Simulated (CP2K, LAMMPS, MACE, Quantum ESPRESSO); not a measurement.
# Two short trajectories of amorphous carbon (64 atoms)

CP2K double zeta and MACE MPA-0 medium each move the atoms of amorphous carbon (64 atoms) from one start, with a target of 600 K. Do they give the same energy flow, motion and local order?

All numbers are calculated, not measured.

### Step 1. The structure

The cell holds 64 atoms (64 C), with edges of 9.02, 9.02 and 9.02 Å. Recipe: 64 atoms (64 C) placed at random at 1.74 g/cm³, melted at 5500 K for 10 ps at fixed volume with the LCBOP (Los and Fasolino, Phys. Rev. B 68, 024107 (2003)). Quenched from 5500 K to 300 K at 100 K/ps and fixed volume, held 5 ps.

### Step 2. Inputs

CP2K 2026.2: Kohn-Sham DFT, PBE, GTH-PBE pseudopotentials, Gaussian and plane waves, DZVP-MOLOPT-SR-GTH, diagonalisation. Its input for the dynamics:

```
&GLOBAL
  PROJECT cell
  RUN_TYPE MD
  PRINT_LEVEL LOW
&END GLOBAL
&MOTION
  &MD
    ENSEMBLE NVT
    STEPS 319
    TIMESTEP 1.0
    TEMPERATURE 600
    &THERMOSTAT
      TYPE CSVR
      &CSVR
        TIMECON 100
      &END CSVR
    &END THERMOSTAT
  &END MD
  &PRINT
    &TRAJECTORY
    &END TRAJECTORY
    &FORCES ON
    &END FORCES
    &RESTART OFF
    &END RESTART
    &RESTART_HISTORY OFF
    &END RESTART_HISTORY
  &END PRINT
&END MOTION
&FORCE_EVAL
  METHOD QS
  &DFT
    BASIS_SET_FILE_NAME BASIS_MOLOPT
    POTENTIAL_FILE_NAME GTH_POTENTIALS
    &MGRID
      CUTOFF 360
      REL_CUTOFF 50
    &END MGRID
    &QS
      EPS_DEFAULT 1.0E-11
      EXTRAPOLATION ASPC
    &END QS
    &SCF
      SCF_GUESS ATOMIC
      EPS_SCF 5.0E-06
      MAX_SCF 150
      ADDED_MOS 21
      &DIAGONALIZATION
        ALGORITHM STANDARD
      &END DIAGONALIZATION
      &SMEAR ON
        METHOD FERMI_DIRAC
        ELECTRONIC_TEMPERATURE [K] 600
      &END SMEAR
      &MIXING
        METHOD BROYDEN_MIXING
        ALPHA 0.15
        NBROYDEN 12
      &END MIXING
      &PRINT
        &RESTART OFF
        &END RESTART
        &PROGRAM_RUN_INFO
          &EACH
            MD 20
          &END EACH
        &END PROGRAM_RUN_INFO
      &END PRINT
    &END SCF
    &XC
      &XC_FUNCTIONAL PBE
      &END XC_FUNCTIONAL
    &END XC
    &PRINT
      &MULLIKEN OFF
      &END MULLIKEN
    &END PRINT
  &END DFT
  &SUBSYS
    &CELL
      A 9.02230 0.00000 0.00000
      B 0.00000 9.02230 0.00000
      C 0.00000 0.00000 9.02230
    &END CELL
    &TOPOLOGY
      COORD_FILE_NAME structure.xyz
      COORD_FILE_FORMAT XYZ
    &END TOPOLOGY
    &KIND C
      BASIS_SET DZVP-MOLOPT-SR-GTH-q4
      POTENTIAL GTH-PBE-q4
    &END KIND
  &END SUBSYS
&END FORCE_EVAL
```

It took 2.1 h on 4 MPI ranks of Arm Neoverse V2, shared host; peak memory 1.9 GiB.

MACE MPA-0 medium: machine-learned interatomic potential MACE MPA-0 medium, trained on PBE(+U) plane-wave data. Its input for the dynamics:

```
import numpy as np
from ase.io import read
from ase import units
from ase.md.langevin import Langevin
from ase.md.velocitydistribution import MaxwellBoltzmannDistribution
import mlip  # loads the published weights by name

atoms = read("structure.xyz")
atoms.calc = mlip.calc("mace-mpa-0-medium")
MaxwellBoltzmannDistribution(atoms, temperature_K=600, rng=np.random.default_rng(713))
dyn = Langevin(atoms, 1.0 * units.fs, temperature_K=600, friction=0.01 / units.fs, trajectory="path.traj", logfile="-", rng=np.random.default_rng(713 + 1000))
dyn.run(319)
print("finished")
```

Wall time 6.5 min (4 threads of Arm Neoverse V2, shared host); peak memory 1.1 GiB; 7.6 min of CPU time.

Plane waves (Quantum ESPRESSO, PBE; plane waves, SSSP efficiency, 45/360 Ry; k-points Γ) solve the start and the last frame of CP2K double zeta; at the start the r.m.s. force component is 1.6 eV/Å.

### Step 3. The runs over their common span

Both are read over the first 319 fs; means are over the second half of that span, and energies are each method's own, less its value at the start. CPU times are for whole runs on a shared host and are rough.

| method | thermostat | time step (fs) | whole run (fs) | mean T (K) | r.m.s. swing (K) | mean potential energy (meV/atom) | last quarter less third (meV/atom) | CPU time |
| --- | --- | --- | --- | --- | --- | --- | --- | --- |
| CP2K double zeta | CSVR | 1 | 319 | 780 | 82 | -77.1 | -4.6 | 8.5 h |
| MACE MPA-0 medium | Langevin | 1 | 319 | 583 | 44 | -3.5 | -2.0 | 7.6 min |

Sampled along the way:

| time (fs) | T (K), CP2K double zeta | E (meV/atom), CP2K double zeta | T (K), MACE MPA-0 medium | E (meV/atom), MACE MPA-0 medium |
| --- | --- | --- | --- | --- |
| 0 | 600 | 0.0 | 513 | 0.0 |
| 53 | 795 | -27.9 | 484 | 9.8 |
| 106 | 873 | -62.9 | 595 | -6.2 |
| 159 | 880 | -77.2 | 729 | -12.8 |
| 213 | 654 | -61.1 | 611 | -6.0 |
| 266 | 820 | -82.2 | 559 | -12.3 |
| 319 | 633 | -75.8 | 601 | 6.4 |

### Step 4. Motion and local order

Mean square displacement from the start to 319 fs, in Å², with the drift of the whole cell taken off:

| method | C | farthest move (Å) |
| --- | --- | --- |
| CP2K double zeta | 0.126 | 0.84 |
| MACE MPA-0 medium | 0.040 | 0.47 |

Bonds by one set of cutoffs taken from the start, with their mean length; rows of the runs are means over 16 frames of the second half:

| geometry | C-C (under 1.85 Å) |
| --- | --- |
| start | 93 at 1.50 Å |
| CP2K double zeta | 96 at 1.51 Å |
| MACE MPA-0 medium | 94 at 1.51 Å |

### Step 5. The last frame, checked with plane waves

* energy less the start's, plane waves: -81.9 meV/atom
* energy less the start's, CP2K double zeta: -75.8 meV/atom
* r.m.s. force component, plane waves: 1.52 eV/Å
* r.m.s. difference of CP2K double zeta's forces: 0.077 eV/Å
* pressure, without the kinetic term: -17.39 GPa
* Kohn-Sham gap: 0.39 eV

### Step 6. What came out

Over the second half the temperature averages 780 K with CP2K double zeta and 583 K with MACE MPA-0 medium, for a target of 600 K; CP2K double zeta hasn't settled on it. The potential energy stands -77 and -3 meV/atom from the start's. Atoms move farther with CP2K double zeta (0.13 against 0.04 Å² on average), which also ran hotter.

The mean C-C bond is 1.51 Å with CP2K double zeta and 1.51 Å with MACE MPA-0 medium, and they count 96 and 94 such bonds, from 93 at the start. From start to last frame CP2K double zeta puts the energy change at -75.8 meV/atom and plane waves at -81.9; its forces there differ by 5.1 % of the plane-wave r.m.s. force.

**Limits.** A span of 0.32 ps shows vibrations and the first relaxation, not diffusion or slow rearrangement. The runs start with unlike random velocities and use unlike thermostats, so single moves aren't comparable, only averages. The quench rate of 100 K/ps is many orders above laboratory rates, so the cell is likely richer in defects and strain than a real sample. The reference samples only Γ, in a cell whose shortest periodic width is 9 Å. The plane-wave runs aren't exact: their cutoffs and mesh weren't converged further here.

[Logs are printed without paths, hosts, clocks, repeated set-up lines and the standing remarks that a program may print on its own settings, such as how far it seeks lower states.]

[Hosts, paths, dates, database ids (printed as entryN), source tags and the programs' standing remarks are cut or masked in the printed files.]
